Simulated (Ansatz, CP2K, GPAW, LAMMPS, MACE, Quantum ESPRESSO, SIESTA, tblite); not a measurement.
**GPAW on amorphous Ge (61 atoms): settings against a plane-wave reference**

Aim: run amorphous Ge (61 atoms) in GPAW and see how near its forces come to a plane-wave reference, and at what cost.

Calculated with GPAW 26.7.0; the method is named at each step.

### 1. The structure

The cell holds 61 atoms: 61 Ge. Cell: a = 11.512 Å, b = 11.512 Å, c = 11.512 Å, α = 90.0°, β = 90.0°, γ = 90.0°. 61 atoms (61 Ge) placed at random at 4.82 g/cm³, melted at 3500 K for 10 ps at fixed volume with the Tersoff potential (Tersoff, Phys. Rev. B 39, 5566 (1989)). Quenched from 3500 K to 100 K at 5 K/ps and fixed volume, held 5 ps, then minimised at fixed cell.

The yardstick, on the same geometry:

- method: Kohn-Sham DFT, PBE, SSSP efficiency 1.3.0 pseudopotentials, plane waves (Quantum ESPRESSO 7.5); sssp-pbe-1.3.0-efficiency, cutoffs 45/360 Ry, Γ point
- r.m.s. force component: 0.2388 eV/Å
- longest force: 1.209 eV/Å
- pressure: 0.331 GPa
- time: 3.4 min on 4 MPI ranks of Arm Neoverse V1, shared host
- CPU time: 13 min

### 2. PBE, LCAO dzp, h 0.2 Å

Method: Kohn-Sham DFT, PBE, PAW, atomic orbitals (dzp).

The input, run.py:

```python
import numpy as np
from ase.io import read
from gpaw import GPAW, FermiDirac

atoms = read("structure.xyz")
atoms.calc = GPAW(
    mode="lcao",
    basis="dzp",
    h=0.2,
    xc="PBE",
    kpts={"size": (1, 1, 1), "gamma": True},
    occupations=FermiDirac(0.05),
    maxiter=200,
    symmetry={"point_group": False},
    txt="gpaw.txt",
)
energy = atoms.get_potential_energy(force_consistent=True)
forces = atoms.get_forces()
print(f"energy {energy:.6f} eV")
print("forces (eV/A)")
for i, (a, f) in enumerate(zip(atoms, forces)):
    print(f"{i:4d} {a.symbol:2s} {f[0]:10.5f} {f[1]:10.5f} {f[2]:10.5f}")
print(f"Fermi level {atoms.calc.get_fermi_level():.4f} eV")
for k in range(len(atoms.calc.get_ibz_k_points())):
    for s in range(atoms.calc.get_number_of_spins()):
        e = atoms.calc.get_eigenvalues(kpt=k, spin=s)
        n = np.searchsorted(e, atoms.calc.get_fermi_level())
        print(f"k {k} spin {s} levels about the Fermi level:", np.round(e[max(n - 6, 0):n], 4).tolist(), "|", np.round(e[n:n + 6], 4).tolist())
```

The input, structure.xyz:

```xyz
61
Lattice="11.51210 0.00000 0.00000 0.00000 11.51210 0.00000 0.00000 0.00000 11.51210" Properties=species:S:1:pos:R:3 pbc="T T T"
Ge 7.06555 3.19656 0.66321
Ge 2.39498 10.98864 2.68980
Ge 11.49886 11.20024 3.21095
Ge 7.24445 3.10573 8.38346
Ge 2.22034 11.13220 6.70119
Ge 4.66919 5.60731 3.00995
Ge 10.37850 1.98215 6.52345
Ge 6.66251 2.58032 4.46934
Ge 10.27800 8.03073 7.61583
Ge 8.83070 4.96528 8.93512
Ge 7.64887 1.72025 10.32336
Ge 11.48516 2.12732 8.73596
Ge 3.71461 1.36925 10.53242
Ge 4.53427 7.91871 5.80026
Ge 3.22339 3.55563 2.37161
Ge 5.64139 9.97823 4.88447
Ge 1.60179 6.16035 10.11349
Ge 6.65434 5.03873 4.30034
Ge 5.06763 7.68421 1.67973
Ge 11.23489 4.45887 9.58267
Ge 11.37188 11.29314 5.67098
Ge 4.76601 9.15857 9.48804
Ge 7.88326 1.71668 6.43883
Ge 4.57583 3.46894 0.19260
Ge 11.37465 2.02659 0.73643
Ge 8.98301 8.33557 3.47435
Ge 10.07585 0.91153 10.48683
Ge 5.15558 4.50181 7.99181
Ge 2.71582 6.72583 4.22966
Ge 10.84267 4.41880 5.92228
Ge 9.57680 9.53490 5.76434
Ge 7.06371 9.98065 8.71397
Ge 8.91048 8.66470 9.65370
Ge 1.16422 5.26287 2.40718
Ge 10.16703 1.87544 2.82507
Ge 2.39452 1.61089 8.29562
Ge 3.29430 3.46123 6.74839
Ge 8.61577 5.12404 0.84246
Ge 5.44568 7.19495 10.82137
Ge 7.72692 1.63345 2.42560
Ge 10.99152 4.41719 0.49709
Ge 6.70580 9.22511 2.76141
Ge 4.16888 2.42479 4.58124
Ge 9.04034 6.04236 6.79720
Ge 3.09146 8.92867 7.59407
Ge 1.64082 5.38271 6.24865
Ge 7.27737 11.00568 1.16353
Ge 0.95136 7.40804 0.93018
Ge 8.67471 5.85574 3.18436
Ge 10.61208 4.31013 3.56910
Ge 3.67524 0.02187 4.70511
Ge 7.85793 6.62567 10.53219
Ge 2.76797 8.51803 2.21988
Ge 7.46583 10.75057 6.43158
Ge 9.40274 10.22873 11.50289
Ge 4.07344 5.31790 10.13284
[... 1 atom lines left out ...]
Ge 10.66999 9.19540 1.83825
Ge 2.27375 1.45006 1.11679
Ge 5.82685 11.43992 10.56753
Ge 1.24170 7.27576 7.92481
```

Launch:

```bash
$ OMP_NUM_THREADS=1 python run.py > output.txt
```

Output:

```text
energy -253.868417 eV
forces (eV/A)
   0 Ge   -0.19570    0.43913   -0.02876
   1 Ge   -0.07308   -0.15057   -0.23362
   2 Ge   -0.11379   -0.31631   -0.00383
   3 Ge   -0.20641    0.10261   -0.09446
   4 Ge   -0.18658   -0.01490    0.17447
   5 Ge   -0.43507    0.08074    0.05352
   6 Ge    0.13197    0.25471    0.05025
   7 Ge    0.11385   -0.00530   -0.13708
   8 Ge    0.38390   -0.15810    0.22996
   9 Ge   -0.01319   -0.29737   -0.13812
  10 Ge    0.05623   -0.13499   -0.39809
  11 Ge   -0.16338   -0.39819    0.04642
  12 Ge   -0.09259   -0.02021   -0.19559
  13 Ge    0.12516   -0.04365   -0.08741
  14 Ge    0.09330    0.36655    0.07788
  15 Ge   -0.09572   -0.12539   -0.15470
  16 Ge   -0.11150    0.03298    0.22065
  17 Ge    0.19766   -0.13131    0.13125
  18 Ge   -0.14315   -0.05101    0.31568
  19 Ge    0.03368   -0.07785   -0.73541
  20 Ge    0.32323    0.14170    0.04059
  21 Ge    0.56530    0.34013   -0.75783
  22 Ge    0.03788   -0.01809    0.05808
  23 Ge    0.30148   -0.24074    0.05909
[...]
53 Ge    0.03419    0.33317   -0.20506
  54 Ge    0.21896    0.18425    0.10086
  55 Ge   -0.40995   -0.11022   -0.30208
  56 Ge    0.35381    0.38944    0.07639
  57 Ge    0.37179   -0.00485    0.02745
  58 Ge   -0.08101   -0.41185   -0.17749
  59 Ge    0.23532   -0.09906    0.28191
  60 Ge   -0.29651    0.21069    0.00117
Fermi level 4.8451 eV
k 0 spin 0 levels about the Fermi level: [4.1558, 4.335, 4.3576, 4.3965, 4.5308, 4.786] | [4.9235, 4.9798, 5.2179, 5.2709, 5.439, 5.4963]
```

gpaw.txt:

```text
Input parameters:
  mode=LCAO(),
  basis={'default': 'dzp'},
  h=0.2,
  kpts=MonkhorstPack(size=(1, 1, 1), gamma=True),
  maxiter=200,
  occupations=Occupations(name='fermi-dirac', width=0.05, fixmagmom=False),
  symmetry=Symmetry(point_group=False),
  xc=XC(name='PBE')
Unit cell  # Å
| periodic |         x |         y |         z |   lengths |    angles |
|----------|-----------|-----------|-----------|-----------|-----------|
|      yes | 11.512100 |  0.000000 |  0.000000 | 11.512100 | 90.000000 |
|      yes |  0.000000 | 11.512100 |  0.000000 | 11.512100 | 90.000000 |
|      yes |  0.000000 |  0.000000 | 11.512100 | 11.512100 | 90.000000 |
Number of symmetries: 1
Symmetry operations  # r_c * U_cc + t_c -> r_c
|   | kind |            matrix            |
|---|------|------------------------------|
| 0 |  E   |  1, 0, 0,  0, 1, 0,  0, 0, 1 |
BZ-sampling:
  Number of BZ points: 1
  Number of IBZ points: 1
  Monkhorst-Pack size: [1, 1, 1]
  Monkhorst-Pack shift: [0, 0, 0]
[... lines left out ...]
  Fermi-Dirac:
[... lines left out ...]
xc functional:
  name: PBE with 2 nearest neighbor stencil
interpolation: tri-quintic # 5. degree polynomial
Initialization done in: 7.978 s
convergence criteria:
- Maximum [total energy] change in last 3 cyles: 0.0005 eV / valence electron
- Maximum integral of absolute [dens]ity change: 0.0001 electrons / valence electron
- Maximum integral of absolute [eigenst]ate change: 4e-08 eV^2 / valence electron
maximum number of iterations: 200
SCF iterations
|iter     |      energy | eigst |  dens |
|---------|-------------|-------|-------|
|iter:   1| -254.108770 |      c|       |
|iter:   2| -254.021475 |      c| -1.05 |
|iter:   3| -258.050635 |      c| -1.08 |
|iter:   4| -259.962152 |      c| -1.27 |
|iter:   5| -254.068349 |      c| -1.16 |
|iter:   6| -253.891755 |      c| -1.86 |
|iter:   7| -253.822494 |      c| -2.10 |
|iter:   8| -253.814384c|      c| -2.36 |
|iter:   9| -253.810352c|      c| -2.58 |
|iter:  10| -253.806075c|      c| -2.72 |
|iter:  11| -253.805424c|      c| -3.00 |
|iter:  12| -253.805009c|      c| -3.47 |
|iter:  13| -253.805366c|      c| -3.60 |
|iter:  14| -253.805164c|      c| -3.96 |
|iter:  15| -253.805250c|      c| -4.26c|
Converged in 15 steps
SCF loop duration: 149.946 s (9.996 s/step)
Energy contributions relative to reference atoms: (reference = -3482955.909003)
Energy contributions:
  Kinetic:         795.770119
  Coulomb:        -723.808176
  Zero:              0.327015
  External:          0.000000
  Xc:             -326.031040
  Entropy:          -0.126335
  Spinorbit:         0.000000
  ----------------------------
  Free energy:    -253.868417
  Extrapolated:   -253.805250
dipole moment: (192.970808, 96.576172, -9.529651)  # |e|*Ang
Fermi level: 4.845
Eigenvalues  # (at kpt = [0.000, 0.000, 0.000])
| band index |      eig [eV] | occ [0-2] |
|------------|---------------|-----------|
|          0 |        -7.441 |     2.000 |
|        ... |               |           |
|        114 |         4.017 |     2.000 |
|        115 |         4.066 |     2.000 |
[...]
|        129 |         5.826 |     0.000 |
|        ... |               |           |
|        150 |         7.374 |     0.000 |
Gap: 0.138 eV
Transition (v -> c):
  (s=0, k=0, n=121, [0.00, 0.00, 0.00]) -> (s=0, k=0, n=122, [0.00, 0.00, 0.00])
No difference between direct/indirect transitions
Force computation time: 21.949  # s
timing:  # [seconds]
  Total:  179.897  # ━━━━━━━━━━━━━━━━━━━━━━━━━━━━━━━━━━━━━━━━━━━━━━━━━━━━━━━━
  Init:     7.977  # ━━╸
  SCF:    149.946  # ━━━━━━━━━━━━━━━━━━━━━━━━━━━━━━━━━━━━━━━━━━━━━━╸
  Forces:  21.949  # ━━━━━━━
```

Run time: 3 min. Hardware: 1 thread of Arm Neoverse V1, shared host; peak memory 1.3 GiB.

Banners and routine set-up lines are dropped from the logs; longer cuts are marked.

Compared with the plane-wave run:

```yaml
r_m_s_force_component: 0.2559 eV/Å
r_m_s_difference_of_force_components: 42.85 meV/Å
longest_difference_of_force_vectors: 182.8 meV/Å
force_difference_over_r_m_s_force: 17.94 %
slope_of_forces_against_the_reference_s: 1.058
correlation_of_force_components: 0.9874
```

The surroundings of Ge16, picked at random, nearest first, numbered as they follow in the input and with coordinates relative to it.

```
atom      x      y      z  distance (Å)  bonds     Fx     Fy  Fz (eV/Å)
Ge16   0.00   0.00   0.00          0.00      4  -0.10  -0.13      -0.15
Ge42   1.06  -0.75  -2.12          2.49      4   0.12  -0.18       0.36
Ge14  -1.11  -2.06   0.92          2.51      4   0.13  -0.04      -0.09
Ge51  -1.97   1.56  -0.18          2.51      4  -0.07   0.00       0.00
Ge54   1.82   0.77   1.55          2.51      4   0.03   0.33      -0.21
Ge45  -2.55  -1.05   2.71          3.87      4   0.04   0.07       0.18
Ge26   3.34  -1.64  -1.41          3.98      4  -0.15   0.07       0.37
Ge19  -0.57  -2.29  -3.20          3.98      4  -0.14  -0.05       0.32
 Ge5  -3.42   1.15   1.82          4.04      4  -0.19  -0.01       0.17
```

Atoms are counted from 1 here, from 0 in the log.

Forces lie 18 % from the reference's, at 0.22 times its CPU time (on 1 against 4 cores).

### 3. RPBE, LCAO dzp, h 0.2 Å

Method: Kohn-Sham DFT, RPBE, PAW, atomic orbitals (dzp).

Edit run.py of step 2 so:

```diff
@@ -9,3 +9,3 @@
     h=0.2,
-    xc="PBE",
+    xc="RPBE",
     kpts={"size": (1, 1, 1), "gamma": True},
```

structure.xyz is that of step 2.

Output:

```text
energy -233.111391 eV
forces (eV/A)
   0 Ge   -0.21348    0.45769   -0.02314
   1 Ge   -0.05346   -0.15529   -0.27114
   2 Ge   -0.12141   -0.31096   -0.00908
   3 Ge   -0.22985    0.09360   -0.10385
   4 Ge   -0.19352   -0.02955    0.20189
   5 Ge   -0.44699    0.07831    0.04506
   6 Ge    0.13610    0.24317    0.03282
   7 Ge    0.10804   -0.02679   -0.13119
   8 Ge    0.41782   -0.14409    0.24265
   9 Ge   -0.00953   -0.30885   -0.12245
  10 Ge    0.07727   -0.14662   -0.39993
  11 Ge   -0.15781   -0.42368    0.05936
  12 Ge   -0.09853   -0.03926   -0.21267
  13 Ge    0.12718   -0.06551   -0.09804
  14 Ge    0.06361    0.34692    0.08479
  15 Ge   -0.09800   -0.10988   -0.15140
  16 Ge   -0.11396    0.04639    0.23081
  17 Ge    0.20026   -0.13746    0.13986
  18 Ge   -0.12864   -0.03703    0.31070
  19 Ge    0.05171   -0.06155   -0.76973
  20 Ge    0.33380    0.14270    0.06599
  21 Ge    0.53533    0.37049   -0.73268
  22 Ge    0.04018   -0.01882    0.05584
  23 Ge    0.30649   -0.24162    0.05477
[...]
53 Ge    0.03459    0.33948   -0.20664
  54 Ge    0.24093    0.18393    0.08330
  55 Ge   -0.44462   -0.11629   -0.30452
  56 Ge    0.37005    0.42818    0.10104
  57 Ge    0.40419   -0.02762    0.02448
  58 Ge   -0.07403   -0.43416   -0.18251
  59 Ge    0.20685   -0.12696    0.29661
  60 Ge   -0.30842    0.23734    0.00816
Fermi level 4.9895 eV
k 0 spin 0 levels about the Fermi level: [4.2788, 4.4595, 4.482, 4.521, 4.6702, 4.9317] | [5.065, 5.1277, 5.3736, 5.4327, 5.603, 5.6589]
```

gpaw.txt:

```text
Input parameters:
  mode=LCAO(),
  basis={'default': 'dzp'},
  h=0.2,
  kpts=MonkhorstPack(size=(1, 1, 1), gamma=True),
  maxiter=200,
  occupations=Occupations(name='fermi-dirac', width=0.05, fixmagmom=False),
  symmetry=Symmetry(point_group=False),
  xc=XC(name='RPBE')
Unit cell  # Å
| periodic |         x |         y |         z |   lengths |    angles |
[... lines left out ...]
  Fermi-Dirac:
[... lines left out ...]
convergence criteria:
- Maximum [total energy] change in last 3 cyles: 0.0005 eV / valence electron
[... lines left out ...]
Converged in 15 steps
[... lines left out ...]
  Free energy:    -233.111391
  Extrapolated:   -233.047992
dipole moment: (192.572696, 96.476919, -9.564489)  # |e|*Ang
Fermi level: 4.990
Eigenvalues  # (at kpt = [0.000, 0.000, 0.000])
| band index |      eig [eV] | occ [0-2] |
|------------|---------------|-----------|
|          0 |        -7.295 |     2.000 |
|        ... |               |           |
|        114 |         4.140 |     2.000 |
|        115 |         4.189 |     2.000 |
[...]
|        129 |         5.990 |     0.000 |
|        ... |               |           |
|        150 |         7.538 |     0.000 |
Gap: 0.133 eV
Transition (v -> c):
  (s=0, k=0, n=121, [0.00, 0.00, 0.00]) -> (s=0, k=0, n=122, [0.00, 0.00, 0.00])
No difference between direct/indirect transitions
Force computation time: 22.607  # s
timing:  # [seconds]
  Total:  177.556  # ━━━━━━━━━━━━━━━━━━━━━━━━━━━━━━━━━━━━━━━━━━━━━━━━━━━━━━━━
  Init:     8.118  # ━━╸
  SCF:    146.800  # ━━━━━━━━━━━━━━━━━━━━━━━━━━━━━━━━━━━━━━━━━━━━━━╸
  Forces:  22.607  # ━━━━━━━
```

Wall time 3 min (1 thread); peak memory 1.3 GiB.

Numbers from this run, and their distance from the reference:

```
r.m.s. force component                  : 0.2629 eV/Å
r.m.s. difference of force components   : 57.16 meV/Å
longest difference of force vectors     : 230 meV/Å
force difference over r.m.s. force      : 23.94 %
slope of forces against the reference's : 1.077
correlation of force components         : 0.9786
```

Against the first run (18 %), the force difference from the reference is 24 %, at 0.99 times the CPU time; the model has changed, so this is no error of the program alone.

### 4. PBE, LCAO dzp, h 0.25 Å

Method: Kohn-Sham DFT, PBE, PAW, atomic orbitals (dzp).

Edit run.py of step 3 so:

```diff
@@ -8,4 +8,4 @@
     basis="dzp",
-    h=0.2,
-    xc="RPBE",
+    h=0.25,
+    xc="PBE",
     kpts={"size": (1, 1, 1), "gamma": True},
```

structure.xyz is that of step 3.

Output:

```text
energy -252.979739 eV
forces (eV/A)
   0 Ge   -0.23530    0.41661    0.00219
   1 Ge   -0.06966   -0.15788   -0.25336
   2 Ge   -0.09431   -0.31713   -0.01199
   3 Ge   -0.23132    0.09005   -0.07673
   4 Ge   -0.17522   -0.03795    0.21042
   5 Ge   -0.42258    0.02592    0.09357
[...]
58 Ge   -0.08606   -0.43237   -0.20093
  59 Ge    0.21569   -0.07467    0.26877
  60 Ge   -0.31223    0.17996    0.00957
Fermi level 4.8454 eV
k 0 spin 0 levels about the Fermi level: [4.1559, 4.335, 4.3577, 4.3966, 4.5312, 4.7863] | [4.9238, 4.9802, 5.2184, 5.2715, 5.4395, 5.4969]
```

gpaw.txt:

```text
Input parameters:
  mode=LCAO(),
  basis={'default': 'dzp'},
  h=0.25,
  kpts=MonkhorstPack(size=(1, 1, 1), gamma=True),
  maxiter=200,
  occupations=Occupations(name='fermi-dirac', width=0.05, fixmagmom=False),
[... lines left out ...]
  Fermi-Dirac:
[... lines left out ...]
convergence criteria:
- Maximum [total energy] change in last 3 cyles: 0.0005 eV / valence electron
[... lines left out ...]
Converged in 15 steps
[... lines left out ...]
  Free energy:    -252.979739
[... lines left out ...]
Fermi level: 4.845
[... lines left out ...]
|        ... |               |           |
|        150 |         7.374 |     0.000 |
Gap: 0.138 eV
Transition (v -> c):
  (s=0, k=0, n=121, [0.00, 0.00, 0.00]) -> (s=0, k=0, n=122, [0.00, 0.00, 0.00])
No difference between direct/indirect transitions
Force computation time: 15.240  # s
timing:  # [seconds]
  Total:  126.129  # ━━━━━━━━━━━━━━━━━━━━━━━━━━━━━━━━━━━━━━━━━━━━━━━━━━━━━━━━
  Init:     6.805  # ━━━
  SCF:    104.055  # ━━━━━━━━━━━━━━━━━━━━━━━━━━━━━━━━━━━━━━━━━━━━━━
  Forces:  15.240  # ━━━━━━━
```

Wall time 2.1 min (1 thread); peak memory 0.86 GiB.

Against the reference:

```
r.m.s. force component                          : 0.2545 eV/Å
r.m.s. difference of force components           : 46.79 meV/Å
longest difference of force vectors             : 193.6 meV/Å
force difference over r.m.s. force              : 19.59 %
slope of forces against the reference's         : 1.049
correlation of force components                 : 0.984
energy less the same-level run's                : 14.57 meV/atom
r.m.s. force difference from the same-level run : 24.22 meV/Å
```

This is a coarse setting, run to see what it loses.

Against the first run (18 %), the force difference from the reference is 20 %, at 0.70 times the CPU time: the grid matters here.

### 5. PBE, LCAO szp(dzp), h 0.2 Å

Method: Kohn-Sham DFT, PBE, PAW, atomic orbitals (szp(dzp)).

Edit run.py of step 4 so:

```diff
@@ -7,4 +7,4 @@
     mode="lcao",
-    basis="dzp",
-    h=0.25,
+    basis="szp(dzp)",
+    h=0.2,
     xc="PBE",
```

structure.xyz is that of step 4.

Output:

```text
energy -244.512269 eV
forces (eV/A)
   0 Ge   -0.29649    0.57338   -0.02281
   1 Ge    0.02391   -0.18321   -0.34089
   2 Ge   -0.23855   -0.29959   -0.07425
   3 Ge   -0.29197    0.17393   -0.09913
   4 Ge   -0.25802   -0.02120    0.21887
   5 Ge   -0.44772   -0.01045    0.00328
   6 Ge    0.15771    0.24747   -0.06237
   7 Ge    0.12407   -0.04668   -0.13449
   8 Ge    0.53230   -0.15465    0.29148
   9 Ge    0.03651   -0.40365   -0.05279
  10 Ge    0.13824   -0.24265   -0.40453
  11 Ge   -0.18666   -0.43560    0.10013
  12 Ge   -0.09130   -0.04502   -0.30843
  13 Ge    0.13867   -0.19230   -0.19242
  14 Ge   -0.04004    0.36494    0.14315
  15 Ge   -0.12416   -0.06288   -0.16446
  16 Ge   -0.06257    0.03971    0.35207
  17 Ge    0.21704   -0.17186    0.12576
  18 Ge   -0.07987   -0.06861    0.32089
  19 Ge    0.04823    0.04901   -0.89803
  20 Ge    0.38196    0.17462    0.17386
  21 Ge    0.43456    0.40243   -0.74719
  22 Ge    0.07139   -0.01405    0.04986
  23 Ge    0.44294   -0.21515    0.09574
[...]
53 Ge    0.03358    0.38745   -0.28744
  54 Ge    0.19928    0.22212    0.13892
  55 Ge   -0.59476   -0.15472   -0.37556
  56 Ge    0.49729    0.59901    0.24437
  57 Ge    0.54529   -0.12833    0.00873
  58 Ge   -0.10531   -0.40683   -0.14984
  59 Ge    0.25242   -0.10523    0.36291
  60 Ge   -0.38326    0.25828   -0.06474
Fermi level 4.6511 eV
k 0 spin 0 levels about the Fermi level: [3.9493, 4.1015, 4.1439, 4.1709, 4.3282, 4.6044] | [4.7144, 4.7861, 5.0253, 5.0903, 5.2862, 5.326]
```

gpaw.txt:

```text
Input parameters:
  mode=LCAO(),
  basis={'default': 'szp(dzp)'},
  h=0.2,
  kpts=MonkhorstPack(size=(1, 1, 1), gamma=True),
  maxiter=200,
  occupations=Occupations(name='fermi-dirac', width=0.05, fixmagmom=False),
  symmetry=Symmetry(point_group=False),
  xc=XC(name='PBE')
Unit cell  # Å
| periodic |         x |         y |         z |   lengths |    angles |
[... lines left out ...]
  Fermi-Dirac:
[... lines left out ...]
convergence criteria:
- Maximum [total energy] change in last 3 cyles: 0.0005 eV / valence electron
[... lines left out ...]
Converged in 14 steps
[... lines left out ...]
  Free energy:    -244.512269
  Extrapolated:   -244.443442
dipole moment: (194.224995, 96.866784, -9.310709)  # |e|*Ang
Fermi level: 4.651
Eigenvalues  # (at kpt = [0.000, 0.000, 0.000])
| band index |      eig [eV] | occ [0-2] |
|------------|---------------|-----------|
|          0 |        -7.696 |     2.000 |
|        ... |               |           |
|        114 |         3.800 |     2.000 |
|        115 |         3.847 |     2.000 |
[...]
|        129 |         5.675 |     0.000 |
|        ... |               |           |
|        150 |         7.344 |     0.000 |
Gap: 0.110 eV
Transition (v -> c):
  (s=0, k=0, n=121, [0.00, 0.00, 0.00]) -> (s=0, k=0, n=122, [0.00, 0.00, 0.00])
No difference between direct/indirect transitions
Force computation time: 16.448  # s
timing:  # [seconds]
  Total:  133.187  # ━━━━━━━━━━━━━━━━━━━━━━━━━━━━━━━━━━━━━━━━━━━━━━━━━━━━━━━━
  Init:     7.428  # ━━━
  SCF:    109.280  # ━━━━━━━━━━━━━━━━━━━━━━━━━━━━━━━━━━━━━━━━━━━━━━
  Forces:  16.448  # ━━━━━━━
```

Elapsed: 2.2 min, on 1 thread; peak memory 1.2 GiB.

Against the reference:

- r.m.s. force component: 0.3014 eV/Å
- r.m.s. difference of force components: 120.6 meV/Å
- longest difference of force vectors: 500.4 meV/Å
- force difference over r.m.s. force: 50.49 %
- slope of forces against the reference's: 1.169
- correlation of force components: 0.9262

This is a coarse setting, run to see what it loses.

Against the first run (18 %), the force difference from the reference is 50 %, at 0.74 times the CPU time, with 549 basis functions against 793: the smaller basis costs accuracy.

[end of part 1 of 2]

[Long decimals in the printed logs are rounded to 6 places.]

[Also dropped from logs without a mark: lines with file paths, logging warnings of Python, QE's lines on negative density and diagonalisation, SIESTA's first energy breakdown, zero terms and Voronoi charges.]

[Logs are printed without paths, hosts, clocks, repeated set-up lines and the standing remarks that a program may print on its own settings, such as how far it seeks lower states.]

[Hosts, paths, dates, database ids (printed as entryN), source tags and the programs' standing remarks are cut or masked in the printed files.]

[Most failed runs of this program on this cell are left out, timed-out ones always.]
